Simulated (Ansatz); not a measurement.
# Work function of Re(0001): what the settings cost and change

Aim: the work function of Re(0001) against thickness and vacuum, with the cost.

Main program and level: Ansatz 0.2.0; plane-wave DFT, PBE, Ansatz PAW.

**Measured values to reproduce.**

“Anisotropic work function of elemental crystals” (2019, arxiv:1902.07811) quotes from earlier work for Re (clean (0001) face, a compiled value): work function (clean (0001) face, a compiled value) 5.15 eV.

**1. Starting point**

The cell holds 1 atom: 1 Re. Cell: a = 2.760 Å, b = 2.760 Å, c = 18.000 Å, α = 90.0°, β = 90.0°, γ = 60.0°. Vacuum lies along c.

**2. Run, setting 1 layer**

A work function rests on the faint tail of the density, so the SCF threshold is tight. The slab grows from one layer, at fixed mesh and 18 Å of vacuum; then the vacuum is varied on one slab.

The input, input.yaml:

```yaml
crystal:
  lattice:
    - [2.76, 0.0, 0.0]
    - [1.38, 2.3902301144, 0.0]
    - [0.0, 0.0, 18.0]
  atoms:
    - { symbol: Re, position: [0.6666666667, 0.6666666667, 0.5] }
kpoints:
  mp_grid: { grid: [17, 17, 1] }
hamiltonian:
  xc: pbe
scf:
  occupations: { method: fermi_dirac, width: 0.1 }
  convergence: { dr2_threshold: 1.0e-09 }
efield:
  axis: 3
  dipole_correction: true
  ramp_position: 0.97
  ramp_width: 0.06
output:
  write_potential: true
  write_density: true
  volumetric_format: npy
  elf: true
```

Started as:

```sh
ansatz run input.yaml --threads 2 --pin off --max-ram 3072MiB --backend cpu --events-out ev --progress --plain --runs-dir out
```

Numbers of over 12 decimals in the logs are rounded to 6 here.

Output:

```text
Engine: ansatz 0.2.0, aarch64-unknown-linux-gnu
Pseudopotentials: kind: paw
Pseudopotential: Re, paw, valence charge 15, recommended cutoff 420 eV (normal), Re.paw.azcp
Functional definition: PBE
  parameter kappa = 0.804
  parameter beta = 0.066725
  exchange = pbe_x(kappa = kappa, mu = beta*pi^2/3)
  correlation = pbe_c(beta = beta)
Crystal: 1 atoms, lattice volume = 118.747 Å³
Basis set: ecut = 420 eV, 2311 PW (Γ)
Bands: 12, of which v1, the nominal top of the filled ones, is band 8 counted from 1 (7 counted from 0)
Symmetry: 12 space group operations
k-points: 33 of 289
Non-local potential: Re, projectors of the file, l = 0: 3, l = 1: 2, l = 2: 2, l = 3: 1
PAW form: soft (Blöchl's): semilocal exchange-correlation on the pseudo side does not see the compensation charge
PAW one-centre angular grid: Re, 590 points (default); XC on 64 Gauss nodes
Initial density: superposition of atomic densities (neutral atoms: chi_scale 0, normalization atom), corrected by the library's trained network
Initial wavefunctions: pseudopotential atomic-orbital guess
Functional: x = pbe(κ = 0.804, μ = 0.219515), c = pbe(β = 0.066725)
SCF iter   1: F=—  HF=-10865.164638 eV  |F-HF|=—  |Δ(HF+E_count)|=         —  Δρ=2.00e-3  dr2=3.19e-3  ethr=1.77e-3  p=0.000 e·Å  D=4.85e-16 V/Å  ΔV_dip=-0.00 eV  dr2_dipole=1.40e-12  V_vac-E_F(+/−)=5.77/5.77 eV  ⟨swp⟩=6.3  Hψ=2469  notcnv=0
efield: sawtooth ramp at fractional position 0.9700 (set: `efield.ramp_position`, or a place that a band, a saddle search or an elastic batch's reference lends), width 0.0600; the density the first Hamiltonian is built on has a dipole p = 0.000 e·Å; the dipole correction subtracts the counter field D = 4.85e-16 V/Å, which shifts the + side's vacuum level by -0.00 eV against the − side's; the planar-averaged density in the ramp window peaks in size at 1.1e-5 e/Å³
preconditioner: auto → LDOS  [metal: Δε(μ)=0.078 eV  Ē_g=6.327 eV  σ=0.100 eV  W_gap=0.19  n_scr=10 (ndim 8)  ℏωp=9.0 eV  f_vac=0.733  D(μ)=2.35/eV (n_scr^D=10)  β→1.0]
SCF iter   2: F=—  HF=-10865.171583 eV  |F-HF|=—  |Δ(HF+E_count)|=   6.95e-3  Δρ=1.24e-3  dr2=2.78e-3  ethr=2.13e-5  p=-0.000 e·Å  D=-6.10e-7 V/Å  ΔV_dip=0.00 eV  dr2_dipole=1.17e-14  V_vac-E_F(+/−)=5.60/5.60 eV  ⟨swp⟩=3.1  Hψ=1137  notcnv=0
SCF iter   3: F=—  HF=-10865.170885 eV  |F-HF|=—  |Δ(HF+E_count)|=   6.98e-4  Δρ=4.00e-4  dr2=1.93e-4  ethr=1.86e-5  p=-0.000 e·Å  D=-4.50e-7 V/Å  ΔV_dip=0.00 eV  dr2_dipole=4.39e-13  V_vac-E_F(+/−)=5.65/5.65 eV  ⟨swp⟩=2.8  Hψ=620  notcnv=0
SCF iter   4: F=—  HF=-10865.170946 eV  |F-HF|=—  |Δ(HF+E_count)|=   6.10e-5  Δρ=7.85e-5  dr2=2.27e-5  ethr=1.29e-6  p=-0.000 e·Å  D=-1.18e-7 V/Å  ΔV_dip=0.00 eV  dr2_dipole=1.11e-13  V_vac-E_F(+/−)=5.67/5.67 eV  ⟨swp⟩=2.3  Hψ=571  notcnv=0
SCF iter   5: F=—  HF=-10865.170948 eV  |F-HF|=—  |Δ(HF+E_count)|=   1.80e-6  Δρ=3.46e-5  dr2=1.68e-6  ethr=1.51e-7  p=0.000 e·Å  D=1.31e-8 V/Å  ΔV_dip=-0.00 eV  dr2_dipole=3.19e-14  V_vac-E_F(+/−)=5.68/5.68 eV  ⟨swp⟩=2.4  Hψ=527  notcnv=0
SCF iter   6: F=—  HF=-10865.170948 eV  |F-HF|=—  |Δ(HF+E_count)|=   2.66e-7  Δρ=4.39e-6  dr2=2.82e-8  ethr=1.12e-8  p=0.000 e·Å  D=7.81e-9 V/Å  ΔV_dip=-0.00 eV  dr2_dipole=2.89e-17  V_vac-E_F(+/−)=5.69/5.69 eV  ⟨swp⟩=2.5  Hψ=611  notcnv=0
SCF iter   7: F=—  HF=-10865.170948 eV  |F-HF|=—  |Δ(HF+E_count)|=   6.98e-8  Δρ=1.01e-6  dr2=1.36e-9  ethr=1.88e-10  p=0.000 e·Å  D=7.10e-9 V/Å  ΔV_dip=-0.00 eV  dr2_dipole=1.09e-15  V_vac-E_F(+/−)=5.69/5.69 eV  ⟨swp⟩=2.5  Hψ=614  notcnv=0
SCF iter   8: F=-10865.170948 eV  HF=-10865.170948 eV  |F-HF|=6.18e-11  |Δ(HF+E_count)|=   2.22e-9  Δρ=1.46e-7  dr2=1.63e-11  ethr=6.67e-12  p=-0.000 e·Å  D=-5.44e-10 V/Å  ΔV_dip=0.00 eV  dr2_dipole=8.82e-16  V_vac-E_F(+/−)=5.69/5.69 eV  ⟨swp⟩=5.2  Hψ=1311  notcnv=0
SCF 1 converged in 8 iterations: F = -10865.170948 eV  dr2 = 1.63e-11
  greatest PAW one-centre occupation: 1.000 electrons in one spin orbital (limit 2), on the Re atom at site 0 (counted from 0), in its partial waves of l = 0
WARN: The output density's exchange-correlation potential varies sharply where the density is thin. Do not read a vacuum level from v_tot or v_xc, or from such a field of the output density. On a cell that repeats whose density bears no net charge and no dipole along the vacuum's axis use v_es (v_loc + v_h of the components); under efield.dipole_correction with no amplitude use v_es + v_field, which holds any externa [...]
SCF converged after 8 iterations
Free energy (F): -10865.170948 eV
Harris-Foulkes:  -10865.170948 eV  (|F-HF|=6.18e-11)
Internal energy: -10865.094122 eV  (E = F + TS)
E sigma→0 (E₀):  -10865.132535 eV
Entropy (-TS):   -0.076826 eV (-76.826 meV/atom)
Fermi energy:    -1.869748 eV
Dipole field:    D = 0.000000 V/Å  (p = 0.000000 e·Å, saw-weighted, corrected)
Work function:   Φ+ = 5.6854 eV   Φ− = 5.6855 eV
Levels:          The Fermi level and band energies are counted from a zero that moves with the ramp; work functions are not
--- Per-component energies (eV) ---
  E_band       = -453.780672
  E_kinetic    = 529.850640
  E_local      = -8494.511352  (includes V_loc(G=0)·N_el)
  E_nonlocal   = 51.776872
  E_hartree    = 3949.550022
  E_xc         = -398.071833
  E_vxc        = -296.263785  (∫ρ·V_xc dr)
  E_paw        = -8659.327975  (= ΣΔE_a)
  E_vpaw       = -143.733108  (= ΣTr[D̂ρ^β])
  E_aug_tail   = -0.000077  (compensation charges beyond the density's cutoff)
  E_efield     = 0.000000  (sawtooth field / dipole correction)
  E_vefield    = 0.000000  (∫n·V_field dr)
  E_ewald      = 2155.639580
  E_smearing   = -0.076826  (= −TS)
  E_closure    = -0.000000  (closes the sum)
  Σ components = -10865.170948   (vs F -10865.170948, Δ=0.00e0)
--- Band table (eV; the first three rows and the last of 33) ---
  k-point 0: bands = [... 4 lower, -8.6590, -3.6464, -2.7661, -2.7661, -1.0683, 0.2643, 0.2643, 3.3783]
  k-point 1: bands = [... 4 lower, -8.5018, -3.5902, -2.8790, -2.6420, -1.3642, 0.2272, 0.5220, 3.4650]
  k-point 2: bands = [... 4 lower, -8.0500, -3.4363, -3.1547, -2.2753, -1.9534, 0.1222, 1.0301, 3.7248]
  k-point 32: bands = [... 4 lower, -3.8620, -3.5854, -3.0338, -3.0067, -1.3328, 5.3478, 6.8275, 7.7879]
```

Elapsed: 3.1 s, on 2 threads of Arm Neoverse V2, shared host; peak memory 0.37 GiB.

This step gave:

```
energy at zero smearing   : -10865.1325 eV
work function, upper face : 5.685 eV
```

Running mean over 2.2287 Å of the planar mean; the ramp of the sawtooth is left out. Electron's electrostatic potential energy less the Fermi level against z:

| z (Å) | electron's electrostatic potential energy less the Fermi level (eV) |
| --- | --- |
| 2.88 | 5.69 |
| 3.17 | 5.69 |
| 3.60 | 5.69 |
| 3.89 | 5.69 |
| 4.18 | 5.68 |
| 4.46 | 5.68 |
| 4.90 | 5.68 |
| 5.18 | 5.67 |
| 5.47 | 5.66 |
| 5.90 | 5.60 |
| 6.19 | 5.51 |
| 6.48 | 5.30 |
| 6.91 | 4.48 |
| 7.20 | 3.12 |
| 7.49 | 0.581 |
| 7.78 | -2.93 |
| 8.21 | -8.48 |
| 8.50 | -11.2 |
| 8.78 | -12.6 |
| 9.22 | -12.6 |
| 9.50 | -11.2 |
| 9.79 | -8.48 |
| 10.22 | -2.93 |
| 10.51 | 0.581 |
| 10.80 | 3.12 |
| 11.09 | 4.48 |
| 11.52 | 5.30 |
| 11.81 | 5.51 |
| 12.10 | 5.60 |
| 12.53 | 5.66 |
| 12.82 | 5.67 |
| 13.10 | 5.68 |
| 13.54 | 5.68 |
| 13.82 | 5.68 |
| 14.11 | 5.69 |
| 14.40 | 5.69 |
| 14.83 | 5.69 |
| 15.12 | 5.69 |

Valence density in the ca plane at fractional y = 0.667, with atoms of Re within 0.2 Å of it. It is the smooth field of the valence electrons, not physical close to the nuclei.

Ten steps, logarithmic in the rise over the least value, from '0' (0.0 e/Å³) to '9' (6.8 e/Å³), each cell a mean:
```
00000000000000000013588742100000000000000000
00000000000000000013799852100000000000000000
00000000000000000014799962100000000000000000
00000000000000000013799852100000000000000000
00000000000000000012577632100000000000000000
00000000000000000012345431000000000000000000
00000000000000000012344321000000000000000000
00000000000000000012355431000000000000000000
```
Columns run along c (18.0 Å), rows up along a (2.8 Å). Atoms in or near the plane, at fractional coordinates: Re at (0.50, 0.67).

ELF in the ca plane at fractional y = 0.667, with atoms of Re within 0.2 Å of it. It is the smooth field of the valence electrons, not physical close to the nuclei.

Ten even steps from '0' (0.00) to '9' (0.71), each cell a mean:
```
00000000000000001233488633210000000000000000
00000000000000001233798953310000000000000000
00000000000000001234886963310000000000000000
00000000000000001233799943210000000000000000
00000000000000001233367533310000000000000000
00000000000000001244444444310000000000000000
00000000000000001245555555310000000000000000
00000000000000001234344344310000000000000000
```
Columns run along c (18.0 Å), rows up along a (2.8 Å). Atoms in or near the plane, at fractional coordinates: Re at (0.50, 0.67).

Electrostatic potential energy in the ca plane at fractional y = 0.667, with atoms of Re within 0.2 Å of it. With pseudopotentials it is smooth inside the atoms' cores, unlike the true potential.

Ten even steps from '0' (-51 eV) to '9' (4 eV), each cell a mean:
```
99999999999999999998510379999999999999999999
99999999999999999997200058999999999999999999
99999999999999999997100048999999999999999999
99999999999999999997200068999999999999999999
99999999999999999998621479999999999999999999
99999999999999999999877799999999999999999999
99999999999999999999988899999999999999999999
99999999999999999999866789999999999999999999
```
Columns run along c (18.0 Å; values clipped at the 3rd and 97th percentile), rows up along a (2.8 Å). Atoms in or near the plane, at fractional coordinates: Re at (0.50, 0.67).

The work function is 5.685 eV.

**3. Run, 2 atoms**

System of this step: Re(0001). The cell holds 2 atoms: 2 Re. Its edges and angles: a = 2.760 Å, b = 2.760 Å, c = 20.229 Å, α = 90.0°, β = 90.0°, γ = 60.0°. Vacuum lies along c.

input.yaml, the sections that differ from step 2:

```yaml
crystal:
  lattice:
    - [2.76, 0.0, 0.0]
    - [1.38, 2.3902301144, 0.0]
    - [0.0, 0.0, 20.2287]
  atoms:
    - { symbol: Re, position: [0.6666666667, 0.6666666667, 0.4449124264] }
    - { symbol: Re, position: [0.0, 0.0, 0.5550875736] }
output:
  write_potential: true
  write_density: true
  volumetric_format: npy
# kpoints, hamiltonian, scf, efield: as in step 2
```

Output:

```text
[...]
Crystal: 2 atoms, lattice volume = 133.449 Å³
Basis set: ecut = 420 eV, 2605 PW (Γ)
Bands: 19, of which v1, the nominal top of the filled ones, is band 15 counted from 1 (14 counted from 0)
Symmetry: 6 space group operations
k-points: 33 of 289 (time reversal used)
[...]
k-point 0: bands = [... 11 lower, 0.1457, 0.1457, 0.1568, 0.4334, 0.4334, 1.9685, 2.9233, 2.9233]
  k-point 1: bands = [... 11 lower, -0.0917, 0.0298, 0.2647, 0.5400, 0.5450, 1.7425, 2.8642, 2.8858]
  k-point 2: bands = [... 11 lower, -0.5517, -0.1884, 0.5944, 0.6051, 0.8458, 1.3116, 2.7343, 2.8843]
  k-point 32: bands = [... 11 lower, -0.5239, -0.1421, -0.0150, 0.2472, 2.5596, 3.5571, 3.7618, 8.6193]
[key lines of the parts left out:]
SCF converged after 9 iterations
Free energy (F): -21733.860721 eV
Fermi energy:    1.381560 eV
Dipole field:    D = 0.000006 V/Å  (p = 0.000005 e·Å, saw-weighted, corrected)
Work function:   Φ+ = 5.1388 eV   Φ− = 5.1390 eV
```

Run time: 5 s. Hardware: 2 threads; peak memory 0.37 GiB.

The work function is 5.139 eV, -0.547 eV from the run “1 layer”, at 1.7 times its CPU time.

**4. Run, 3 atoms**

System of this step: Re(0001). The cell holds 3 atoms: 3 Re. Its edges and angles: a = 2.760 Å, b = 2.760 Å, c = 22.457 Å, α = 90.0°, β = 90.0°, γ = 60.0°. Vacuum lies along c.

input.yaml, the sections that differ from step 3:

```yaml
crystal:
  lattice:
    - [2.76, 0.0, 0.0]
    - [1.38, 2.3902301144, 0.0]
    - [0.0, 0.0, 22.4574]
  atoms:
    - { symbol: Re, position: [0.0, 0.0, 0.4007587699] }
    - { symbol: Re, position: [0.6666666667, 0.6666666667, 0.5] }
    - { symbol: Re, position: [0.0, 0.0, 0.5992412301] }
# kpoints, hamiltonian, scf, efield, output: as in step 3
```

Output:

```text
[...]
Crystal: 3 atoms, lattice volume = 148.152 Å³
Basis set: ecut = 420 eV, 2901 PW (Γ)
Bands: 27, of which v1, the nominal top of the filled ones, is band 23 counted from 1 (22 counted from 0)
Symmetry: 6 space group operations
k-points: 33 of 289 (time reversal used)
[...]
--- Band table (eV; the first three rows and the last of 33) ---
  k-point 0: bands = [... 19 lower, 2.2950, 2.2950, 2.7762, 2.7762, 2.9110, 4.1610, 4.6034, 4.6034]
  k-point 1: bands = [... 19 lower, 2.2338, 2.3911, 2.5931, 2.8968, 3.0289, 3.8155, 4.5354, 4.5966]
  k-point 2: bands = [... 19 lower, 2.4118, 2.4882, 2.6463, 3.0657, 3.1447, 3.2520, 4.3937, 4.5832]
  k-point 32: bands = [... 19 lower, 1.9987, 2.2074, 2.3385, 3.6350, 5.4681, 5.5454, 5.9456, 6.9298]
[key lines of the parts left out:]
SCF converged after 9 iterations
Free energy (F): -32601.899800 eV
Fermi energy:    3.698565 eV
Dipole field:    D = -0.000000 V/Å  (p = -0.000000 e·Å, saw-weighted, corrected)
Work function:   Φ+ = 5.1078 eV   Φ− = 5.1078 eV
```

It took 8.2 s on 2 threads; peak memory 0.42 GiB.

The work function is 5.108 eV, -0.031 eV from the run “2 layers”, at 1.6 times its CPU time.

**5. Slab, 4 atoms**

System of this step: Re(0001). The cell holds 4 atoms: 4 Re. Cell: a = 2.760 Å, b = 2.760 Å, c = 24.686 Å, α = 90.0°, β = 90.0°, γ = 60.0°. Vacuum lies along c.

input.yaml, the sections that differ from step 4:

```yaml
crystal:
  lattice:
    - [2.76, 0.0, 0.0]
    - [1.38, 2.3902301144, 0.0]
    - [0.0, 0.0, 24.6861]
  atoms:
    - { symbol: Re, position: [0.6666666667, 0.6666666667, 0.3645776368] }
    - { symbol: Re, position: [0.0, 0.0, 0.4548592123] }
    - { symbol: Re, position: [0.6666666667, 0.6666666667, 0.5451407877] }
    - { symbol: Re, position: [0.0, 0.0, 0.6354223632] }
# kpoints, hamiltonian, scf, efield, output: as in step 4
```

Output:

```text
[...]
Crystal: 4 atoms, lattice volume = 162.855 Å³
Basis set: ecut = 420 eV, 3161 PW (Γ)
Bands: 36, of which v1, the nominal top of the filled ones, is band 30 counted from 1 (29 counted from 0)
Symmetry: 6 space group operations
k-points: 33 of 289 (time reversal used)
[...]
k-point 0: bands = [... 26 lower, 3.9575, 4.4353, 4.4353, 4.6640, 4.6640, 5.1434, 6.0675, 6.2954, ... 2 higher]
  k-point 1: bands = [... 26 lower, 4.0621, 4.4108, 4.4716, 4.5471, 4.7777, 5.1559, 5.7213, 6.2213, ... 2 higher]
  k-point 2: bands = [... 26 lower, 4.2580, 4.3517, 4.3607, 4.8636, 4.9814, 5.1037, 5.1627, 6.0755, ... 2 higher]
  k-point 32: bands = [... 26 lower, 3.9127, 4.1714, 4.1957, 5.4113, 6.0797, 7.6558, 7.6625, 7.8944, ... 2 higher]
[key lines of the parts left out:]
SCF converged after 9 iterations
Free energy (F): -43470.053197 eV
Fermi energy:    5.548776 eV
Dipole field:    D = 0.000002 V/Å  (p = 0.000002 e·Å, saw-weighted, corrected)
Work function:   Φ+ = 5.0499 eV   Φ− = 5.0500 eV
```

It took 12 s on 2 threads; peak memory 0.47 GiB; 23 s of CPU time.

The work function is 5.050 eV, -0.058 eV from the run “3 layers”, at 1.5 times its CPU time.

**6. Run, 5 atoms**

System of this step: Re(0001). The cell holds 5 atoms: 5 Re. Its edges and angles: a = 2.760 Å, b = 2.760 Å, c = 26.915 Å, α = 90.0°, β = 90.0°, γ = 60.0°. Vacuum lies along c.

input.yaml, the sections that differ from step 5:

```yaml
crystal:
  lattice:
    - [2.76, 0.0, 0.0]
    - [1.38, 2.3902301144, 0.0]
    - [0.0, 0.0, 26.9148]
  atoms:
    - { symbol: Re, position: [0.0, 0.0, 0.3343885149] }
    - { symbol: Re, position: [0.6666666667, 0.6666666667, 0.4171942574] }
    - { symbol: Re, position: [0.0, 0.0, 0.5] }
    - { symbol: Re, position: [0.6666666667, 0.6666666667, 0.5828057426] }
    - { symbol: Re, position: [0.0, 0.0, 0.6656114851] }
# kpoints, hamiltonian, scf, efield, output: as in step 5
```

Output:

```text
[...]
Crystal: 5 atoms, lattice volume = 177.558 Å³
Basis set: ecut = 420 eV, 3455 PW (Γ)
Bands: 45, of which v1, the nominal top of the filled ones, is band 38 counted from 1 (37 counted from 0)
Symmetry: 6 space group operations
k-points: 33 of 289 (time reversal used)
[...]
k-point 0: bands = [... 34 lower, 5.6637, 5.9659, 5.9659, 6.2234, 6.2234, 6.8881, 7.5921, 7.6494, ... 3 higher]
  k-point 1: bands = [... 34 lower, 5.7772, 6.0428, 6.0688, 6.0822, 6.3428, 6.8286, 7.1757, 7.5690, ... 3 higher]
  k-point 2: bands = [... 34 lower, 5.9965, 6.0643, 6.1126, 6.3398, 6.4531, 6.6544, 6.6932, 7.4084, ... 3 higher]
  k-point 32: bands = [... 34 lower, 5.6844, 5.7051, 6.9200, 7.0789, 8.1204, 9.1242, 9.1901, 9.6953, ... 3 higher]
[key lines of the parts left out:]
SCF converged after 9 iterations
Free energy (F): -54338.136003 eV
Fermi energy:    7.100277 eV
Dipole field:    D = -0.000001 V/Å  (p = -0.000001 e·Å, saw-weighted, corrected)
Work function:   Φ+ = 5.0426 eV   Φ− = 5.0425 eV
```

Elapsed: 16 s, on 2 threads; peak memory 0.53 GiB.

The work function is 5.043 eV, -0.007 eV from the run “4 layers”, at 1.3 times its CPU time.

**7. Slab, 6 atoms**

System of this step: Re(0001). The cell holds 6 atoms: 6 Re. Cell: a = 2.760 Å, b = 2.760 Å, c = 29.143 Å, α = 90.0°, β = 90.0°, γ = 60.0°. Vacuum lies along c.

input.yaml, the sections that differ from step 6:

```yaml
crystal:
  lattice:
    - [2.76, 0.0, 0.0]
    - [1.38, 2.3902301144, 0.0]
    - [0.0, 0.0, 29.1435]
  atoms:
    - { symbol: Re, position: [0.6666666667, 0.6666666667, 0.3088167173] }
    - { symbol: Re, position: [0.0, 0.0, 0.3852900304] }
    - { symbol: Re, position: [0.6666666667, 0.6666666667, 0.4617633435] }
    - { symbol: Re, position: [0.0, 0.0, 0.5382366565] }
    - { symbol: Re, position: [0.6666666667, 0.6666666667, 0.6147099696] }
    - { symbol: Re, position: [0.0, 0.0, 0.6911832827] }
# kpoints, hamiltonian, scf, efield, output: as in step 6
```

Output:

```text
[...]
Crystal: 6 atoms, lattice volume = 192.261 Å³
Basis set: ecut = 420 eV, 3751 PW (Γ)
Bands: 54, of which v1, the nominal top of the filled ones, is band 45 counted from 1 (44 counted from 0)
Symmetry: 6 space group operations
k-points: 33 of 289 (time reversal used)
[...]
k-point 0: bands = [... 41 lower, 7.0652, 7.2073, 7.3567, 7.3567, 7.5440, 7.5440, 8.3474, 8.8729, ... 5 higher]
  k-point 1: bands = [... 41 lower, 7.0875, 7.1704, 7.3877, 7.4675, 7.5192, 7.6617, 8.2239, 8.4831, ... 5 higher]
  k-point 2: bands = [... 41 lower, 7.2457, 7.2640, 7.4603, 7.5226, 7.7680, 7.7761, 7.9718, 8.0015, ... 5 higher]
  k-point 32: bands = [... 41 lower, 7.0018, 7.0034, 8.2457, 8.2459, 8.7331, 9.8631, 10.4686, 10.4714, ... 5 higher]
[key lines of the parts left out:]
SCF converged after 10 iterations
Free energy (F): -65206.192165 eV
Fermi energy:    8.394549 eV
Dipole field:    D = -0.000001 V/Å  (p = -0.000001 e·Å, saw-weighted, corrected)
Work function:   Φ+ = 5.0308 eV   Φ− = 5.0308 eV
```

Elapsed: 20 s, on 2 threads; peak memory 0.62 GiB.

The work function is 5.031 eV, -0.012 eV from the run “5 layers”, at 1.3 times its CPU time.

(Continued in part 2 of 2.)

[Logs are printed without paths, hosts, clocks, repeated set-up lines and the standing remarks that a program may print on its own settings, such as how far it seeks lower states.]

[Hosts, paths, dates, database ids (printed as entryN), source tags and the programs' standing remarks are cut or masked in the printed files.]

[Maps of the electrostatic potential energy from Ansatz leave out the sawtooth potential of an applied field or a dipole correction, so their vacuum need not be flat; planar profiles and work functions include it.]
